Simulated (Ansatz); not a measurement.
Two G0W0 runs on CdTe (F-43m).

```yaml
crystal:
  lattice:
    - [0.00000, 3.24000, 3.24000]
    - [3.24000, 0.00000, 3.24000]
    - [3.24000, 3.24000, 0.00000]
  atoms:
    - { symbol: Cd, position: [0.00000, 0.00000, 0.00000] }
    - { symbol: Te, position: [0.25000, 0.25000, 0.25000] }
```

The cell and positions come from the Crystallography Open Database and are kept as given unless a step says otherwise. Spin-orbit coupling is left out unless a run names it.

The first (Ansatz 0.2.0; start PBE, 4×4×4 mesh, 154 empty bands, screening to 300 eV, PAW set soft_1 files; 1 × NVIDIA H100 80GB HBM3 (shared by 6 runs) with 3 threads of AMD EPYC 7R13 (Zen 3), shared host) gave, on its mesh: starting gap 0.76 eV, G0W0 gap 1.39 eV, RPA ε∞ (mean) 26.16, 16 s.

**Question.** The second changes mesh from 4×4×4 to 6×6×6 and screening cutoff (eV) from 300 to 100. What does it give?

It gave: starting gap 0.77 eV, G0W0 gap 1.43 eV, RPA ε∞ (mean) 12.92, 21 s. The G0W0 gap moves by +0.04 eV, +0.01 eV from the start and +0.03 eV from the correction. Σc changes by −0.19 eV at the valence top and +0.32 eV at the conduction bottom, and Σx − Vxc between them by −0.47 eV.

Limits: not at the basis limit; mesh may overstate the screening; no spin-orbit coupling; coarse k mesh.

[Paths, hosts, dates, memory and timing lines, banners, echoed tables and standing remarks are left out of the program output.]

[Logs are printed without paths, hosts, clocks, repeated set-up lines and the standing remarks that a program may print on its own settings, such as how far it seeks lower states.]

[Runs of the session that timed out or met a known fault of the program may be left out.]

[Cells called generated may have been cut or substituted from an entry of the Crystallography Open Database or the Materials Project.]

[Hosts, paths, dates, database ids (printed as entryN), source tags and the programs' standing remarks are cut or masked in the printed files.]
